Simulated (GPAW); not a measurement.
# Settings that the conductance of a C4 chain between two In chains needs, part 2 of 3

Wanted: a convergence study of zero-bias transport through a C4 chain between two In chains, with run times.

GPAW 26.7.0; GPAW LCAO, PAW setups; Landauer transmission from Green's functions with principal layers (ASE), zero bias.

So far, conductance (G₀): step 2 (base settings) 1.06; step 4 (SCF mesh 1×1×2) 1.06; step 7 (broadening 1.00e-6 eV) 1.06; step 8 (broadening 0.001 eV) 1.02; step 9 (broadening 0.01 eV) 0.730.

## 10. Broadening: eta = 0.05

File run.py:

```python
import json
import numpy as np
from ase import Atoms
from ase.transport.calculators import TransportCalculator
from gpaw import GPAW, FermiDirac
from gpaw.lcao.tools import get_lcao_hamiltonian
from scipy.linalg import eigh

# The junction with lead layers at both ends, along the third cell vector
device = Atoms(
    ['In', 'In', 'In', 'In', 'In', 'C', 'C', 'C', 'C', 'In', 'In', 'In', 'In', 'In'],
    positions=[
        [4.50000, 4.50000, 1.47500],
        [4.50000, 4.50000, 4.42500],
        [4.50000, 4.50000, 7.37500],
        [4.50000, 4.50000, 10.32500],
        [4.50000, 4.50000, 13.27500],
        [4.50000, 4.50000, 15.32070],
        [4.50000, 4.50000, 16.55070],
        [4.50000, 4.50000, 17.89070],
        [4.50000, 4.50000, 19.12070],
        [4.50000, 4.50000, 21.16640],
        [4.50000, 4.50000, 24.11640],
        [4.50000, 4.50000, 27.06640],
        [4.50000, 4.50000, 30.01640],
        [4.50000, 4.50000, 32.96640]],
    cell=[[9.0, 0.0, 0.0], [0.0, 9.0, 0.0], [0.0, 0.0, 34.4414]],
    pbc=True)

# One principal layer of the lead: the first 3 atoms of the device
lead = Atoms(
    ['In', 'In', 'In'],
    positions=[
        [4.50000, 4.50000, 1.47500],
        [4.50000, 4.50000, 4.42500],
        [4.50000, 4.50000, 7.37500]],
    cell=[[9.0, 0.0, 0.0], [0.0, 9.0, 0.0], [0.0, 0.0, 8.85]],
    pbc=True)

settings = dict(mode='lcao', basis='dzp', xc='LDA', h=0.2,
                occupations=FermiDirac(0.1), maxiter=250,
                mixer=dict(beta=0.1, nmaxold=8, weight=100.0),
                convergence=dict(density=0.0001))
energies = np.arange(-3, 3 + 1e-9, 0.075)
eta = 0.05
n1, n2 = 1, 1
# k and -k transmit alike, so half of the mesh across the current serves
mesh = [(i, j) for i in range(n1) for j in range(n2) if (i, j) <= (-i % n1, -j % n2)]
weights = np.array([1 if (i, j) == (-i % n1, -j % n2) else 2 for i, j in mesh]) / (n1 * n2)

# [... helper functions left out ...]
fermi_lead = ground_state(lead, (1, 1, 13), 'lead.txt')
fermi_device = ground_state(device, (1, 1, 3), 'device.txt')
# [... loop over the mesh left out, but for ...]
        # Shift the lead onto the potential of the device's first layer
        shift = ((H[:, 0, 0] - H0[:, 0, 0]) / S0[0, 0]).real.mean()
# [...]
kT = 8.617333e-5 * 77
bias = [0.1, 0.2, 0.5, 1.0, 1.5, 2.0]
# [... integrals and printing left out ...]
```

Run with:

```
OMP_NUM_THREADS=1 OPENBLAS_NUM_THREADS=1 python run.py
```

The log of the run:

```text
basis functions: device 282, principal layer 69
Fermi level: lead -2.4627 eV, device -2.5639 eV; lead shifted by 0.0461 eV
largest coupling past the next layer 1.90e-06 eV, largest misfit of the first layer 0.039 eV
  E-E_F (eV)   T (one spin)  [channel counts left out]
    -3.000    7.0383e-04
    -2.925    6.9519e-04
    -2.850    6.8692e-04
[...]
2.925    6.1028e-01
     3.000    5.2957e-01
conductance at 77 K: 0.16124 G0 a cell; thermopower -17.03 uV/K
current from the zero-bias T(E) at 0.1 V: 1.2333 uA
current from the zero-bias T(E) at 0.2 V: 2.4876 uA
current from the zero-bias T(E) at 0.5 V: 6.9329 uA
current from the zero-bias T(E) at 1.0 V: 17.098 uA
current from the zero-bias T(E) at 1.5 V: 30.355 uA
current from the zero-bias T(E) at 2.0 V: 46.153 uA
```

Elapsed: 41 s, on 1 thread of Arm Neoverse V2, shared host; peak memory 1.1 GiB.

The conductance, 0.161 G₀, lies a factor of 6.6 below that of the base run.

## 11. Convergence in the broadening

The runs and the base run on one axis.

This step: convergence of the conductance (GPAW 26.7.0).

Table of conductance by log10 of the broadening in eV:

```tsv
log10 of the broadening in eV	conductance (G₀)
-6.00	1.06
-4.00	1.06
-3.00	1.02
-2.00	0.730
-1.30	0.161
```

## 12. Varying the periods in a principal layer

A principal layer must be long enough that orbitals couple only to the neighbouring layers.

This step: GPAW LCAO, PAW setups; Landauer transmission from Green's functions with principal layers (ASE), zero bias (GPAW 26.7.0).

Edit run.py of step 10 so:

```diff
@@ -29,10 +29,8 @@
 
-# One principal layer of the lead: the first 3 atoms of the device
+# One principal layer of the lead: the first 1 atoms of the device
 lead = Atoms(
-    ['In', 'In', 'In'],
+    ['In'],
     positions=[
-        [4.50000, 4.50000, 1.47500],
-        [4.50000, 4.50000, 4.42500],
-        [4.50000, 4.50000, 7.37500]],
-    cell=[[9.0, 0.0, 0.0], [0.0, 9.0, 0.0], [0.0, 0.0, 8.85]],
+        [4.50000, 4.50000, 1.47500]],
+    cell=[[9.0, 0.0, 0.0], [0.0, 9.0, 0.0], [0.0, 0.0, 2.95]],
     pbc=True)
@@ -44,3 +42,3 @@
 energies = np.arange(-3, 3 + 1e-9, 0.075)
-eta = 0.05
+eta = 0.0001
 n1, n2 = 1, 1
@@ -51,3 +49,3 @@
 # [... helper functions left out ...]
-fermi_lead = ground_state(lead, (1, 1, 13), 'lead.txt')
+fermi_lead = ground_state(lead, (1, 1, 38), 'lead.txt')
 fermi_device = ground_state(device, (1, 1, 3), 'device.txt')
```

The log of the run:

```text
LinAlgError: The leading minor of order 21 of B is not positive definite. The factorization of B could not be completed and no eigenvalues or eigenvectors were computed.
```

Run time: 39 s. Hardware: 1 thread; peak memory 1.1 GiB.

The run ended with an error.

The program's message: “LinAlgError: The leading minor of order 21 of B is not positive definite. The factorization of B could not be completed and no eigenvalues or eigenvectors were computed.”

## 13. Varying the periods in a principal layer

Edit run.py of step 12 so:

```diff
@@ -29,8 +29,9 @@
 
-# One principal layer of the lead: the first 1 atoms of the device
+# One principal layer of the lead: the first 2 atoms of the device
 lead = Atoms(
-    ['In'],
+    ['In', 'In'],
     positions=[
-        [4.50000, 4.50000, 1.47500]],
-    cell=[[9.0, 0.0, 0.0], [0.0, 9.0, 0.0], [0.0, 0.0, 2.95]],
+        [4.50000, 4.50000, 1.47500],
+        [4.50000, 4.50000, 4.42500]],
+    cell=[[9.0, 0.0, 0.0], [0.0, 9.0, 0.0], [0.0, 0.0, 5.9]],
     pbc=True)
@@ -49,3 +50,3 @@
 # [... helper functions left out ...]
-fermi_lead = ground_state(lead, (1, 1, 38), 'lead.txt')
+fermi_lead = ground_state(lead, (1, 1, 19), 'lead.txt')
 fermi_device = ground_state(device, (1, 1, 3), 'device.txt')
```

The log of the run:

```text
basis functions: device 282, principal layer 46
Fermi level: lead -2.4644 eV, device -2.5639 eV; lead shifted by 0.0493 eV
largest coupling past the next layer 5.49e-03 eV, largest misfit of the first layer 0.041 eV
  E-E_F (eV)   T (one spin)  [channel counts left out]
    -3.000    1.0163e-03
    -2.925    1.0001e-03
    -2.850    9.8455e-04
    -2.775    9.6893e-04
    -2.700    9.5237e-04
    -2.625    9.3368e-04
    -2.550    9.1119e-04
    -2.475    8.8242e-04
    -2.400    8.4337e-04
    -2.325    7.8712e-04
    -2.250    7.0078e-04
    -2.175    5.5792e-04
    -2.100    2.9770e-04
    -2.025    9.1623e-10
    -1.950    7.3999e-10
    -1.875    3.1314e-09
[...]
2.475    1.6056e+00
     2.550    1.5774e+00
     2.625    1.5434e+00
     2.700    1.4987e+00
     2.775    1.4374e+00
     2.850    1.3537e+00
     2.925    1.2433e+00
     3.000    1.1044e+00
conductance at 77 K: 1.049 G0 a cell; thermopower -5.418 uV/K
current from the zero-bias T(E) at 0.1 V: 8.2074 uA
current from the zero-bias T(E) at 0.2 V: 15.62 uA
current from the zero-bias T(E) at 0.5 V: 32.787 uA
current from the zero-bias T(E) at 1.0 V: 61.841 uA
current from the zero-bias T(E) at 1.5 V: 94.173 uA
current from the zero-bias T(E) at 2.0 V: 129.43 uA
```

Elapsed: 40 s, on 1 thread; peak memory 1.1 GiB.

This step gave:

- conductance: 1.049 G₀
- thermopower: -5.418 μV/K
- largest coupling past the next principal layer: 0.005485 eV
- largest misfit of the first principal layer: 0.04080 eV
- shift that aligns the lead: 0.04935 eV
- basis functions of a principal layer: 46
- transmission at the Fermi level (one spin): 1.045

One spin. The transmission, zone mean by energy, zero at the Fermi level:

```tsv
energy (eV)	transmission, zone mean
-3.00	0.00102
-2.85	9.8e-4
-2.70	9.5e-4
-2.55	9.1e-4
-2.33	7.9e-4
-2.17	5.6e-4
-2.02	9.2e-10
-1.88	3.1e-9
-1.73	1.4e-7
-1.57	2.5e-10
-1.35	4.6e-11
-1.20	6.4e-5
-1.05	2.4e-4
-0.90	3.4e-4
-0.75	4.0e-4
-0.60	4.4e-4
-0.38	4.8e-4
-0.23	5.1e-4
-0.07	0.868
0.00	1.04
0.07	1.33
0.23	1.50
0.38	1.48
0.60	1.65
0.75	1.77
0.90	1.83
1.05	1.87
1.20	1.86
1.35	1.88
1.57	1.90
1.73	1.89
1.88	1.85
2.02	1.80
2.17	1.73
2.33	1.66
2.55	1.58
2.70	1.50
2.85	1.35
3.00	1.10
```

Not self-consistent under bias; the bias window is split evenly. Table of current through one cell, from the zero-bias transmission by bias:

```tsv
bias (V)	current through one cell, from the zero-bias transmission (μA)
0.100	8.21
0.200	15.6
0.500	32.8
1.000	61.8
1.500	94.2
2.000	129
```

The conductance, 1.05 G₀, lies 0.9 % below that of the base run. Couplings past the next layer reach 0.0055 eV, small for the conductance, though enough to leave ripples in T(E); the matrix elements of the cell's first layer differ from the bulk lead's by up to 0.041 eV. That layer keeps its own values in the calculation, and only beyond it is the lead taken as perfect.

## 14. Periods in a principal layer

Edit run.py of step 13 so:

```diff
@@ -29,9 +29,11 @@
 
-# One principal layer of the lead: the first 2 atoms of the device
+# One principal layer of the lead: the first 4 atoms of the device
 lead = Atoms(
-    ['In', 'In'],
+    ['In', 'In', 'In', 'In'],
     positions=[
         [4.50000, 4.50000, 1.47500],
-        [4.50000, 4.50000, 4.42500]],
-    cell=[[9.0, 0.0, 0.0], [0.0, 9.0, 0.0], [0.0, 0.0, 5.9]],
+        [4.50000, 4.50000, 4.42500],
+        [4.50000, 4.50000, 7.37500],
+        [4.50000, 4.50000, 10.32500]],
+    cell=[[9.0, 0.0, 0.0], [0.0, 9.0, 0.0], [0.0, 0.0, 11.8]],
     pbc=True)
@@ -50,3 +52,3 @@
 # [... helper functions left out ...]
-fermi_lead = ground_state(lead, (1, 1, 19), 'lead.txt')
+fermi_lead = ground_state(lead, (1, 1, 10), 'lead.txt')
 fermi_device = ground_state(device, (1, 1, 3), 'device.txt')
```

The log of the run:

```text
basis functions: device 282, principal layer 92
Fermi level: lead -2.4616 eV, device -2.5639 eV; lead shifted by 0.0436 eV
largest coupling past the next layer 1.33e-15 eV, largest misfit of the first layer 0.078 eV
  E-E_F (eV)   T (one spin)  [channel counts left out]
    -3.000    1.0176e-03
    -2.925    1.0012e-03
    -2.850    9.8538e-04
[...]
2.925    1.2396e+00
     3.000    1.1047e+00
conductance at 77 K: 1.0666 G0 a cell; thermopower -5.149 uV/K
current from the zero-bias T(E) at 0.1 V: 8.3262 uA
current from the zero-bias T(E) at 0.2 V: 15.785 uA
current from the zero-bias T(E) at 0.5 V: 32.873 uA
current from the zero-bias T(E) at 1.0 V: 61.98 uA
current from the zero-bias T(E) at 1.5 V: 94.309 uA
current from the zero-bias T(E) at 2.0 V: 129.51 uA
```

Wall time 47 s (1 thread); peak memory 1.1 GiB.

The conductance, 1.07 G₀, lies 0.8 % above that of the base run. Couplings past the next layer reach 1.3e-15 eV, small enough to drop; the matrix elements of the cell's first layer differ from the bulk lead's by up to 0.078 eV. That layer keeps its own values in the calculation, and only beyond it is the lead taken as perfect.

## 15. Convergence in the periods in a principal layer

The runs and the base run on one axis.

This step: convergence of the conductance (GPAW 26.7.0).

Conductance against periods in a principal layer:

```tsv
periods in a principal layer	conductance (G₀)
2.000	1.05
3.000	1.06
4.000	1.07
```

## 16. Varying the k-points along the lead: lead_nz = 2

The lead's own mesh along the current sets its density and potential; where the lead is aligned to the junction's end layer, a rigid shift drops out.

This step: GPAW LCAO, PAW setups; Landauer transmission from Green's functions with principal layers (ASE), zero bias (GPAW 26.7.0).

Edit run.py of step 14 so:

```diff
@@ -29,5 +29,5 @@
 
-# One principal layer of the lead: the first 4 atoms of the device
+# One principal layer of the lead: the first 3 atoms of the device
 lead = Atoms(
-    ['In', 'In', 'In', 'In'],
+    ['In', 'In', 'In'],
     positions=[
@@ -35,5 +35,4 @@
         [4.50000, 4.50000, 4.42500],
-        [4.50000, 4.50000, 7.37500],
-        [4.50000, 4.50000, 10.32500]],
-    cell=[[9.0, 0.0, 0.0], [0.0, 9.0, 0.0], [0.0, 0.0, 11.8]],
+        [4.50000, 4.50000, 7.37500]],
+    cell=[[9.0, 0.0, 0.0], [0.0, 9.0, 0.0], [0.0, 0.0, 8.85]],
     pbc=True)
@@ -52,3 +51,3 @@
 # [... helper functions left out ...]
-fermi_lead = ground_state(lead, (1, 1, 10), 'lead.txt')
+fermi_lead = ground_state(lead, (1, 1, 2), 'lead.txt')
 fermi_device = ground_state(device, (1, 1, 3), 'device.txt')
```

The log of the run:

```text
basis functions: device 282, principal layer 69
Fermi level: lead -2.3810 eV, device -2.5639 eV; lead shifted by 0.0821 eV
largest coupling past the next layer 1.90e-06 eV, largest misfit of the first layer 0.040 eV
  E-E_F (eV)   T (one spin)  [channel counts left out]
    -3.000    1.0240e-03
    -2.925    1.0065e-03
    -2.850    9.8926e-04
    -2.775    9.7147e-04
    -2.700    9.5232e-04
    -2.625    9.3073e-04
    -2.550    9.0512e-04
    -2.475    8.7310e-04
    -2.400    8.3078e-04
    -2.325    7.7132e-04
    -2.250    6.8190e-04
    -2.175    5.3609e-04
    -2.100    2.7290e-04
    -2.025    8.0280e-10
    -1.950    7.0721e-10
    -1.875    3.0133e-09
[...]
2.475    1.6089e+00
     2.550    1.5685e+00
     2.625    1.5223e+00
     2.700    1.4680e+00
     2.775    1.4027e+00
     2.850    1.3232e+00
     2.925    1.2267e+00
     3.000    1.1102e+00
conductance at 77 K: 1.1419 G0 a cell; thermopower -4.166 uV/K
current from the zero-bias T(E) at 0.1 V: 8.8204 uA
current from the zero-bias T(E) at 0.2 V: 16.446 uA
current from the zero-bias T(E) at 0.5 V: 33.17 uA
current from the zero-bias T(E) at 1.0 V: 62.277 uA
current from the zero-bias T(E) at 1.5 V: 94.637 uA
current from the zero-bias T(E) at 2.0 V: 129.62 uA
```

Run time: 40 s. Hardware: 1 thread; peak memory 1.1 GiB.

Numbers from this step:

```yaml
conductance: 1.142 G₀
thermopower: -4.166 μV/K
largest_coupling_past_the_next_principal_layer: 1.90e-6 eV
largest_misfit_of_the_first_principal_layer: 0.04035 eV
shift_that_aligns_the_lead: 0.08213 eV
basis_functions_of_a_principal_layer: 69
transmission_at_the_fermi_level_one_spin: 1.144
```

One spin. The transmission, zone mean by energy, zero at the Fermi level:

energy (eV), transmission, zone mean and a bar:
```
  -3.0000       0.00 
  -2.7750       0.00 
  -2.4750       0.00 
  -2.2500       0.00 
  -2.0250       0.00 
  -1.7250       0.00 
  -1.5000       0.00 
  -1.2750       0.00 
  -0.9750       0.00 
  -0.7500       0.00 
  -0.5250       0.00 
  -0.2250       0.00 
   0.0000       1.14 ##################
   0.2250       1.46 #######################
   0.5250       1.60 #########################
   0.7500       1.75 ############################
   0.9750       1.84 #############################
   1.2750       1.88 ##############################
   1.5000       1.89 ##############################
   1.7250       1.88 ##############################
   2.0250       1.80 #############################
   2.2500       1.71 ###########################
   2.4750       1.61 ##########################
   2.7750       1.40 ######################
   3.0000       1.11 ##################
```

Not self-consistent under bias; the bias window is split evenly. Table of current through one cell, from the zero-bias transmission by bias:

```tsv
bias (V)	current through one cell, from the zero-bias transmission (μA)
0.100	8.82
0.200	16.4
0.500	33.2
1.000	62.3
1.500	94.6
2.000	130
```

The conductance, 1.14 G₀, lies 7.9 % above that of the base run.

## 17. K-points along the lead: lead_nz = 4

Edit run.py of step 16 so:

```diff
@@ -51,3 +51,3 @@
 # [... helper functions left out ...]
-fermi_lead = ground_state(lead, (1, 1, 2), 'lead.txt')
+fermi_lead = ground_state(lead, (1, 1, 4), 'lead.txt')
 fermi_device = ground_state(device, (1, 1, 3), 'device.txt')
```

The log of the run:

```text
basis functions: device 282, principal layer 69
Fermi level: lead -2.4911 eV, device -2.5639 eV; lead shifted by 0.0921 eV
largest coupling past the next layer 1.89e-06 eV, largest misfit of the first layer 0.077 eV
  E-E_F (eV)   T (one spin)  [channel counts left out]
    -3.000    1.0077e-03
    -2.925    9.9285e-04
    -2.850    9.7925e-04
    -2.775    9.6614e-04
    -2.700    9.5256e-04
    -2.625    9.3727e-04
    -2.550    9.1851e-04
    -2.475    8.9368e-04
    -2.400    8.5867e-04
    -2.325    8.0648e-04
    -2.250    7.2416e-04
    -2.175    5.8531e-04
    -2.100    3.2932e-04
    -2.025    1.1028e-09
    -1.950    7.7912e-10
    -1.875    3.2734e-09
[...]
2.475    1.6010e+00
     2.550    1.5892e+00
     2.625    1.5715e+00
     2.700    1.5392e+00
     2.775    1.4828e+00
     2.850    1.3927e+00
     2.925    1.2624e+00
     3.000    1.0928e+00
conductance at 77 K: 0.88724 G0 a cell; thermopower -9.752 uV/K
current from the zero-bias T(E) at 0.1 V: 7.0086 uA
current from the zero-bias T(E) at 0.2 V: 13.81 uA
current from the zero-bias T(E) at 0.5 V: 31.66 uA
current from the zero-bias T(E) at 1.0 V: 60.317 uA
current from the zero-bias T(E) at 1.5 V: 92.577 uA
current from the zero-bias T(E) at 2.0 V: 128.16 uA
```

Run time: 41 s. Hardware: 1 thread; peak memory 1.1 GiB.

Numbers from this step:

| Quantity | Value |
| --- | --- |
| conductance | 0.8872 G₀ |
| thermopower | -9.752 μV/K |
| largest coupling past the next principal layer | 1.89e-6 eV |
| largest misfit of the first principal layer | 0.07659 eV |
| shift that aligns the lead | 0.09206 eV |
| transmission at the Fermi level (one spin) | 0.8815 |

One spin. The transmission, zone mean by energy, zero at the Fermi level:

energy (eV), transmission, zone mean and a bar:
```
    -3.00       0.00 
    -2.85       0.00 
    -2.70       0.00 
    -2.55       0.00 
    -2.33       0.00 
    -2.17       0.00 
    -2.02       0.00 
    -1.88       0.00 
    -1.73       0.00 
    -1.57       0.00 
    -1.35       0.00 
    -1.20       0.00 
    -1.05       0.00 
    -0.90       0.00 
    -0.75       0.00 
    -0.60       0.00 
    -0.38       0.00 
    -0.23       0.00 
    -0.07       0.62 ##########
     0.00       0.88 ##############
     0.07       1.35 #####################
     0.23       1.55 ########################
     0.38       1.44 #######################
     0.60       1.64 ##########################
     0.75       1.80 ############################
     0.90       1.85 #############################
     1.05       1.84 #############################
     1.20       1.84 #############################
     1.35       1.86 #############################
     1.57       1.91 ##############################
     1.65       1.91 ##############################
     1.73       1.91 ##############################
     1.88       1.87 #############################
     2.02       1.79 ############################
     2.17       1.70 ###########################
     2.33       1.63 ##########################
     2.55       1.59 #########################
     2.70       1.54 ########################
     2.85       1.39 ######################
     3.00       1.09 #################
```

Not self-consistent under bias; the bias window is split evenly. The current through one cell, from the zero-bias transmission by bias:

```tsv
bias (V)	current through one cell, from the zero-bias transmission (μA)
0.100	7.01
0.200	13.8
0.500	31.7
1.000	60.3
1.500	92.6
2.000	128
```

The conductance, 0.887 G₀, lies 16 % below that of the base run.

(Continued in part 3 of 3.)

[Logs are printed without paths, hosts, clocks, repeated set-up lines and the standing remarks that a program may print on its own settings, such as how far it seeks lower states.]

[Hosts, paths, dates, database ids (printed as entryN), source tags and the programs' standing remarks are cut or masked in the printed files.]
